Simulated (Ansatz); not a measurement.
# How fast states decay through Ca3CdTe2O2

Aim: relax a made-up compound, Ca3CdTe2O2, and see how good a tunnel barrier it would be. It is built by putting Te for part of the O in the Ca3CdO4 structure of space group Cmmm, with the volume rescaled by atomic radii. The parent structure comes from the Materials Project.

Method: PBE DFT, plane waves, PAW files, in the first sound run; inputs show where later runs differ, in Ansatz 0.2.0.

Most raw output is cut from this account.

The structure was built from a prototype and need not be the compound's stable phase.

## 1. Set-up

The structure is orthorhombic, space group Cmmm (No. 65). The conventional cell has a = 7.243 Å, b = 10.280 Å, c = 3.648 Å, α = 90.00°, β = 90.00°, γ = 90.00°. Nearest to Ca lie 2 O at 2.54 Å and 4 Te at 2.56 Å. Ca has 2 Te at 2.57 Å and 4 O at 2.57 Å nearest. Nearest to Cd lie 4 Te at 2.58 Å and 2 O at 2.60 Å. Nearest to O lie 5 Ca at 2.54 to 2.57 Å and 1 Cd at 2.60 Å. Nearest to Te lie 4 Ca at 2.56 to 2.57 Å and 2 Cd at 2.58 Å. It derives from Ca3CdO4. Te for part of the O in the Ca3CdO4 structure of space group Cmmm. Farther neighbours and most contacts between anions are not listed.

## 2. Relaxing the new crystal

The substituted atoms don't fit the parent's cell, so cell and atoms relax together. A small smearing keeps the run stable in case the gap closes on the way.

Input file input.yaml:

```yaml
crystal:
  lattice:
    - [3.6213184293, -5.1398857195, 0.0]
    - [3.6213184293, 5.1398857195, 0.0]
    - [0.0, 0.0, 3.6483213901]
  atoms:
    - { symbol: Ca, position: [0.5, 0.5, 0.0] }
    - { symbol: Ca, position: [0.5, 0.0, 0.5] }
    - { symbol: Ca, position: [0.0, 0.5, 0.5] }
    - { symbol: Cd, position: [0.0, 0.0, 0.0] }
    - { symbol: O, position: [0.25259742, 0.74740258, 0.0] }
    - { symbol: Te, position: [0.25270534, 0.25270534, 0.5] }
    - { symbol: Te, position: [0.74729466, 0.74729466, 0.5] }
    - { symbol: O, position: [0.74740258, 0.25259742, 0.0] }
kpoints:
  mp_grid: { grid: [4, 4, 6] }
scf:
  occupations: { method: gaussian, width: 0.03 }
hamiltonian:
  xc: pbe
output:
  forces: true
  stress: true
relax:
  f_tol: 0.02
  max_steps: 60
  cell: {}
```

Launch:

```console
$ ansatz run input.yaml --threads 2 --pin off --max-ram 4096MiB --backend cpu --events-out ev --progress --plain --runs-dir out
```

Run time: 81 s. Hardware: 2 threads of Arm Neoverse V2, shared host; peak memory 0.62 GiB; 2.7 min of CPU time.

Relaxation path:

```
step  energy less that of the first step (eV)  largest force component (eV/Å)  pressure (GPa)  volume (Å³)
   1                                   0.0000                          1.2616           39.36       135.81
   2                                  -3.3058                          0.7393           19.26       153.80
   3                                  -4.8866                          0.3883            6.58       172.73
   4                                  -5.2951                          0.2349            1.09       185.12
   5                                  -5.3449                          0.1562           -0.01       189.16
   6                                  -5.3464                          0.0062           -0.09       189.33
   7                                  -5.3489                          0.0260            0.06       189.10
   8                                  -5.3488                          0.0006           -0.01       189.23
  9*                                  -5.6618                          0.0053            2.03       189.23
  10                                  -5.7017                          0.0166            0.35       195.40
  11                                  -5.7013                          0.0125           -0.05       196.97
  12                                  -5.7016                          0.0005            0.00       196.79
 13*                                  -5.7097                          0.0007            0.01       196.79
```

Relaxation steps marked * repeat the geometry before them on a plane-wave basis chosen anew for their cell, so energy and pressure can jump there.

Forces are held to the 8 operations that the run works with; a distortion that breaks them can't arise in this run.

```
     cell as run  before   after   change
           a (Å)   6.287   7.210  +14.7 %
           b (Å)   6.287   7.210  +14.7 %
           c (Å)   3.648   4.071  +11.6 %
           γ (°)  109.67  111.57   +1.7 %
volume (Å³/atom)   16.98   24.60  +44.9 %
```

The atoms that moved most (Å, as changes of fractional coordinates times the final cell):

```
atom      dx      dy     dz  length
  O5   0.000  -0.474  0.000   0.474
  O8   0.000   0.474  0.000   0.474
 Te6  -0.162   0.000  0.000   0.162
 Te7   0.162   0.000  0.000   0.162
```

The relaxed structure:

```cif
data_structure
_symmetry_space_group_name_H-M 'P 1'
_symmetry_Int_Tables_number 1
_cell_length_a 7.2100
_cell_length_b 7.2100
_cell_length_c 4.0706
_cell_angle_alpha 90.000
_cell_angle_beta 90.000
_cell_angle_gamma 111.569
_cell_volume 196.79
loop_
_atom_site_label
_atom_site_type_symbol
_atom_site_fract_x
_atom_site_fract_y
_atom_site_fract_z
_atom_site_occupancy
Ca1 Ca 0.50000 0.50000 0.00000 1
Ca2 Ca 0.50000 0.00000 0.50000 1
Ca3 Ca 0.00000 0.50000 0.50000 1
Cd4 Cd 0.00000 0.00000 0.00000 1
O5 O 0.29238 0.70762 0.00000 1
Te6 Te 0.23269 0.23269 0.50000 1
Te7 Te 0.76731 0.76731 0.50000 1
O8 O 0.70762 0.29238 0.00000 1
```

Numbers from this step:

```yaml
free_energy: -28805.6308 eV
fermi_energy: 7.946 eV
pressure: 0.007067 GPa
```

The largest force component on a free atom ends at 6.6e-4 eV/Å.

## 3. The bulk crystal and its band edges

The energy window and the wavevectors of the next steps follow from the band edges, so these are searched first, off the mesh as well.

Input file input.yaml:

```yaml
crystal:
  lattice:
    - [4.054232188, -5.9621563052, 0.0]
    - [4.054232188, 5.9621563052, 0.0]
    - [0.0, 0.0, 4.070642666]
  atoms:
    - { symbol: Ca, position: [0.5, 0.5, 0.0] }
    - { symbol: Ca, position: [0.5, 0.0, 0.5] }
    - { symbol: Ca, position: [0.0, 0.5, 0.5] }
    - { symbol: Cd, position: [0.0, 0.0, 0.0] }
    - { symbol: O, position: [0.2923816178, 0.7076183822, 0.0] }
    - { symbol: Te, position: [0.2326922985, 0.2326922985, 0.5] }
    - { symbol: Te, position: [0.7673077015, 0.7673077015, 0.5] }
    - { symbol: O, position: [0.7076183822, 0.2923816178, 0.0] }
kpoints:
  mp_grid: { grid: [4, 4, 6] }
  band_path: { path: [VBM, CBM], npoints: 30 }
scf:
  occupations: { method: fixed }
hamiltonian:
  xc: pbe
output:
  eigenvalues: true
  write_potential: true
  write_density: true
  volumetric_format: npy
```

The job ended after 43 s (2 threads; peak memory 0.58 GiB; 85 s of CPU time).

This step gave:

| Quantity | Value |
| --- | --- |
| free energy | -28805.6309 eV |
| Fermi energy | 7.472 eV |
| gap on the k-mesh | 0.9464 eV |
| gap on path | 0.9444 eV, by band count; negative where bands overlap |
| direct gap on path | 1.585 eV |
| edge places on path | 0, 0.8709 1/A along the path |

Electronic bands along the path, in eV, zero at the Fermi level (highest filled level under fixed occupations); v1 is the highest filled band, c1 the lowest empty one:

```
  point     v4     v3     v2     v1    c1    c2    c3    c4
    VBM  -0.74  -0.70  -0.48   0.00  2.63  2.66  2.89  3.34
halfway  -0.78  -0.75  -0.66  -0.63  2.16  2.51  3.18  3.48
    CBM  -0.84  -0.82  -0.66  -0.64  0.95  2.18  2.40  2.59
```

The searched edges give 0.944 eV, against 0.946 eV on the mesh.

## 4. Decaying states in the gap, plane (001), k-mesh 4×4×6

This step: PBE DFT, plane waves, PAW files; complex bands by layer matching along the plane's normal (Ansatz 0.2.0).

The same crystal is laid in a cell whose first two vectors span the (001) plane (indices of the standard conventional cell, whose axes can be ordered otherwise than in the bulk input). At fixed energy and wavevector in the plane the solver finds all kz, real and complex. A few wavevectors are listed, (0, 0) and (-0.5, -0.5) in units of the plane's reciprocal vectors; the slowest state needn't be among them.

input.yaml: that of step 3 with these lines changed.

```diff
@@ -2,4 +2,4 @@
   lattice:
-    - [4.054232188, -5.9621563052, 0.0]
-    - [4.054232188, 5.9621563052, 0.0]
+    - [7.210000447, 0.0, 0.0]
+    - [-2.650555893, 6.705121915, 0.0]
     - [0.0, 0.0, 4.070642666]
@@ -16,3 +16,2 @@
   mp_grid: { grid: [4, 4, 6] }
-  band_path: { path: [VBM, CBM], npoints: 30 }
 scf:
@@ -23,4 +22,6 @@
   eigenvalues: true
-  write_potential: true
-  write_density: true
-  volumetric_format: npy
+  transmission:
+    leads: [[0, 0]]
+    kpoints: [[0.0, 0.0], [-0.5, -0.5]]
+    e_range: [-1.0, 1.94]
+    de: 0.05
```

Run time: 3.2 min. Hardware: 2 threads; peak memory 1.9 GiB; 6.3 min of CPU time.

This step gave:

```yaml
level_to_which_the_leads_are_filled: 0.4732 eV from the Fermi level
decay_constant_at_the_filling_level_zone_centre: 0.1392 Å⁻¹
decay_constant_at_the_filling_level_slowest_listed_point: 0.1392 Å⁻¹
```

K parallel (0, 0); values up to 1.5 1/Å, a degenerate pair printed once or twice; energies at which all values exceed this have no row. Table of Im kz of the slowest decaying states by energy, zero at the highest filled level on the SCF mesh:

```
energy (eV)  decay 1 (Å⁻¹)  decay 2 (Å⁻¹)  decay 3 (Å⁻¹)  decay 4 (Å⁻¹)
      -1.00         0.0203          0.127          0.245          0.299
      -0.90          0.165          0.237          0.361          0.601
      -0.75         0.0898          0.168          0.176          0.353
      -0.65         0.0534          0.105          0.178          0.264
      -0.55         0.0689          0.191          0.319          0.425
      -0.40         0.0585          0.213          0.376          0.454
      -0.30         0.0618          0.229          0.403          0.468
      -0.20         0.0970          0.215          0.245          0.422
      -0.05          0.111          0.121          0.266          0.455
       0.00          0.125          0.148          0.272          0.490
       0.05          0.129          0.175          0.277          0.484
       0.15          0.134          0.216          0.287          0.462
       0.30          0.138          0.259          0.299          0.381
       0.40          0.139          0.281          0.304          0.351
       0.50          0.139          0.299          0.308          0.324
       0.60          0.137          0.300          0.310          0.314
       0.75          0.133          0.263          0.311          0.333
       0.85          0.128          0.237          0.310          0.343
       0.95          0.123          0.210          0.308          0.352
       1.10          0.111          0.161          0.301          0.363
       1.20          0.100          0.118          0.295          0.369
       1.30         0.0436         0.0863          0.287          0.374
       1.45         0.0523          0.271          0.379          0.468
       1.55          0.258          0.382          0.440          0.462
       1.65          0.243          0.384          0.412          0.442
       1.80          0.215          0.367          0.385          0.410
       1.90          0.193          0.333          0.385          0.388
```

K parallel (0, 0). The Re kz of states that move upwards by energy, zero at the highest filled level on the SCF mesh:

```
energy (eV)  channel 1 (Å⁻¹)  channel 2 (Å⁻¹)  channel 3 (Å⁻¹)  channel 4 (Å⁻¹)  channel 5 (Å⁻¹)
     -1.000           -0.576           -0.342           -0.273           -0.255                -
     -0.800           -0.634           -0.313          -0.0725            0.721                -
     -0.600           -0.507           -0.182                -                -                -
     -0.400           -0.572           -0.340          -0.0664                -                -
     -0.200           -0.401            0.112                -                -                -
      0.000                -                -                -                -                -
      0.200                -                -                -                -                -
      0.400                -                -                -                -                -
      0.600                -                -                -                -                -
      0.800                -                -                -                -                -
      1.000                -                -                -                -                -
      1.200                -                -                -                -                -
      1.400           -0.671                -                -                -                -
      1.600           -0.584           0.0570                -                -                -
      1.800           -0.522            0.120                -                -                -
```

K parallel (-0.5, -0.5); values up to 1.5 1/Å, a degenerate pair printed once or twice; energies at which all values exceed this have no row. Table of Im kz of the slowest decaying states by energy, zero at the highest filled level on the SCF mesh:

```
energy (eV)  decay 1 (Å⁻¹)  decay 2 (Å⁻¹)  decay 3 (Å⁻¹)  decay 4 (Å⁻¹)
      -1.00         0.0345         0.0874          0.260          0.313
      -0.85         0.0250         0.0622          0.283          0.323
      -0.70         0.0525         0.0563          0.127          0.213
      -0.55         0.0337          0.186          0.210          0.242
      -0.40          0.151          0.177          0.192          0.251
      -0.30          0.112          0.194          0.219          0.251
      -0.15          0.196          0.224          0.246          0.262
       0.00          0.197          0.236          0.284          0.292
       0.15          0.197          0.223          0.314          0.324
       0.30          0.197          0.206          0.330          0.354
       0.45          0.185          0.195          0.343          0.376
       0.60          0.158          0.193          0.352          0.394
       0.75          0.121          0.190          0.359          0.408
       0.90         0.0598          0.185          0.363          0.409
       1.05          0.180          0.365          0.397          0.427
       1.20          0.173          0.365          0.381          0.431
       1.30          0.167          0.364          0.369          0.419
       1.45          0.157          0.347          0.361          0.399
       1.60          0.145          0.319          0.356          0.376
       1.75          0.129          0.284          0.349          0.351
       1.90          0.105          0.237          0.322          0.340
```

K parallel (-0.5, -0.5). Re kz of states that move upwards against energy, zero at the highest filled level on the SCF mesh:

```
energy (eV)  channel 1 (Å⁻¹)  channel 2 (Å⁻¹)  channel 3 (Å⁻¹)  channel 4 (Å⁻¹)  channel 5 (Å⁻¹)
      -1.00           -0.431           0.0490            0.197            0.583                -
      -0.85           -0.593           -0.414            0.686            0.709                -
      -0.70           -0.443           -0.198            0.580                -                -
      -0.55           -0.621           -0.274           0.0710                -                -
      -0.40           -0.447            0.179                -                -                -
      -0.30                -                -                -                -                -
      -0.15                -                -                -                -                -
       0.00                -                -                -                -                -
       0.15                -                -                -                -                -
       0.30                -                -                -                -                -
       0.45                -                -                -                -                -
       0.60                -                -                -                -                -
       0.75                -                -                -                -                -
       0.90                -                -                -                -                -
       1.05           -0.680                -                -                -                -
       1.20           -0.626                -                -                -                -
       1.30           -0.598                -                -                -                -
       1.45           -0.560                -                -                -                -
       1.60           -0.526                -                -                -                -
       1.75           -0.493                -                -                -                -
       1.90           -0.460                -                -                -                -
```

At the listed wavevectors the last open channel is at -0.15 eV and the next at +0.95 eV on the grid. At +0.45 eV, the grid energy nearest the filling level (the middle of the gap on the SCF mesh), the slowest state at the listed wavevectors decays with κ = 0.139 Å⁻¹, its amplitude falling by e over 7.2 Å. Through 1 nm of this crystal that state's transmission falls by exp(−2 × 0.139 Å⁻¹ × 10 Å) = 0.062.

[end of part 1 of 2]

[Logs are printed without paths, hosts, clocks, repeated set-up lines and the standing remarks that a program may print on its own settings, such as how far it seeks lower states.]

[Hosts, paths, dates, database ids (printed as entryN), source tags and the programs' standing remarks are cut or masked in the printed files.]
